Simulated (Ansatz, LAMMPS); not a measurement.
# Amorphous Si0.375Ge0.625 (72 atoms), relaxed: functionals compared

What does this cell relax to, and how do the Kohn-Sham gap, forces and pressure change with functional?

Calculated with Ansatz 0.2.0: Kohn-Sham DFT, PBE, PAW (set soft_2), plane waves; cutoff 420 eV, Γ point, fermi-dirac smearing of 0.025 eV.

In doubt: a hybrid on one k-point of a small cell (Ansatz), which bears on gaps.

**The cell**

Density at the start: 4.12 g/cm³. The cell holds 72 atoms: 27 Si and 45 Ge. Its edges and angles: a = 11.756 Å, b = 11.756 Å, c = 11.756 Å, α = 90.0°, β = 90.0°, γ = 90.0°. 72 atoms (27 Si, 45 Ge) placed at random at 4.12 g/cm³, melted at 3500 K for 10 ps at fixed volume with the Tersoff potential (Tersoff, Phys. Rev. B 39, 5566 (1989)). Quenched from 3500 K to 300 K at 20 K/ps and fixed volume, annealed at 800 K for 20 ps, held 5 ps, then minimised at fixed cell.

Cell and atoms were relaxed with PBE. The walk converged after 13 steps, with a largest force component of 0.0289 eV/Å; it began at an r.m.s. force component of 0.26 eV/Å. The edges went from 11.756, 11.756, 11.756 to 11.997, 11.626, 11.698 Å, and the volume from 22.563 to 22.639 Å³ an atom (+0.3 %).

The input of the reference single point:

```yaml
crystal:
  lattice:
    - [11.99606, 0.08338, 0.06891]
    - [0.08338, 11.62352, 0.22669]
    - [0.06891, 0.22669, 11.69556]
  atoms:
    - { symbol: Si, position: [0.65273, 0.25511, 0.74903] }
    - { symbol: Si, position: [0.30153, 0.29612, 0.36762] }
    - { symbol: Si, position: [0.44333, 0.64882, 0.81172] }
    - { symbol: Si, position: [0.92651, 0.73209, 0.48802] }
    [... 66 atom lines left out ...]
    - { symbol: Ge, position: [0.47244, 0.80924, 0.16211] }
    - { symbol: Ge, position: [0.9019, 0.65363, 0.69426] }
kpoints:
  mp_grid: { grid: [1, 1, 1] }
hamiltonian:
  xc: pbe
scf:
  occupations: { method: fermi_dirac, width: 0.025 }
output:
  forces: true
  stress: true
  populations: true
  dos:
    method: { smearing: { sigma: 0.08 } }
    de: 0.05
    projected: { site_lists: { Ge: [Ge], Si: [Si] } }
  eigenvalues: true
  write_density: true
  write_potential: true
  volumetric_format: npy
```

**Bonds after relaxation**

Bonds by pair of elements; cutoffs follow the first minimum of g(r), held within bounds set by covalent radii, and pairs that aren't listed don't count as bonded:

| pair A-B | cutoff (Å) | bonds | mean length (Å) | spread (Å) | shortest (Å) | B about A | A about B |
| --- | --- | --- | --- | --- | --- | --- | --- |
| Ge-Ge | 3.02 | 63 | 2.56 | 0.109 | 2.43 | 2.8 | 2.8 |
| Ge-Si | 2.88 | 60 | 2.48 | 0.079 | 2.33 | 1.33 | 2.22 |
| Si-Si | 2.93 | 26 | 2.40 | 0.045 | 2.34 | 1.93 | 1.93 |

How many atoms have how many bonded neighbours:

| element | mean | 3 | 4 | 5 |
| --- | --- | --- | --- | --- |
| Ge | 4.13 | 1 | 37 | 7 |
| Si | 4.15 | 0 | 23 | 4 |

**Levels of theory**

Single points at the relaxed geometry:

| functional | k-mesh | Kohn-Sham gap (eV) | pressure (GPa) | r.m.s. force component (eV/Å) | SCF cycles | time |
| --- | --- | --- | --- | --- | --- | --- |
| PBE | 1×1×1 | 0.348 | 0.01 | 0.007 | 14 | 47 s |
| HSE06 | 1×1×1 | 0.599 | -2.16 | 0.076 | 36 | 12 min |
| r2SCAN | 1×1×1 | 0.402 | -2.09 | 0.090 | 13 | 95 s |
| PBEsol | 1×1×1 | 0.340 | -2.42 | 0.031 | 13 | 35 s |

The gap is that between the highest filled and lowest empty Kohn-Sham level on the run's k-points. Cutoffs: 420 eV for PBE, HSE06 and PBEsol; 500 eV for r2SCAN. Times come from shared hosts and are rough.

**Findings**

By these cutoffs 82 % of Ge atoms have 4 and 85 % of Si atoms have 4 neighbours. The Kohn-Sham gap is 0.35 eV with PBE on the 1×1×1 mesh. On the 1×1×1 mesh HSE06 changes the gap by +0.25 eV against PBE. On the reference's mesh the gap changes with r2SCAN by +0.05 eV and PBEsol by -0.01 eV. Against the reference the pressure changes with HSE06 by -2.2 GPa, r2SCAN by -2.1 GPa and PBEsol by -2.4 GPa; a negative change means that the functional would take a smaller volume.

Limits: All single points share the geometry relaxed with PBE. One sample; tail or defect levels can set the gap of a disordered cell. The quench rate of 20 K/ps is many orders above laboratory rates, so the cell is likely richer in defects and strain than a real sample. The network of bonds at the start is that of the classical potential that made the cell, and needn't be the one that DFT or experiment would give. Spin–orbit coupling is left out; it splits the top valence bands of compounds with Ge, As, Se, Sb or Te and narrows their gaps.

[Long decimals in the printed logs are rounded to 6 places.]

[Logs are printed without paths, hosts, clocks, repeated set-up lines and the standing remarks that a program may print on its own settings, such as how far it seeks lower states.]

[Hosts, paths, dates, database ids (printed as entryN), source tags and the programs' standing remarks are cut or masked in the printed files.]

[Runs of further levels or settings that didn't converge aren't in the tables.]
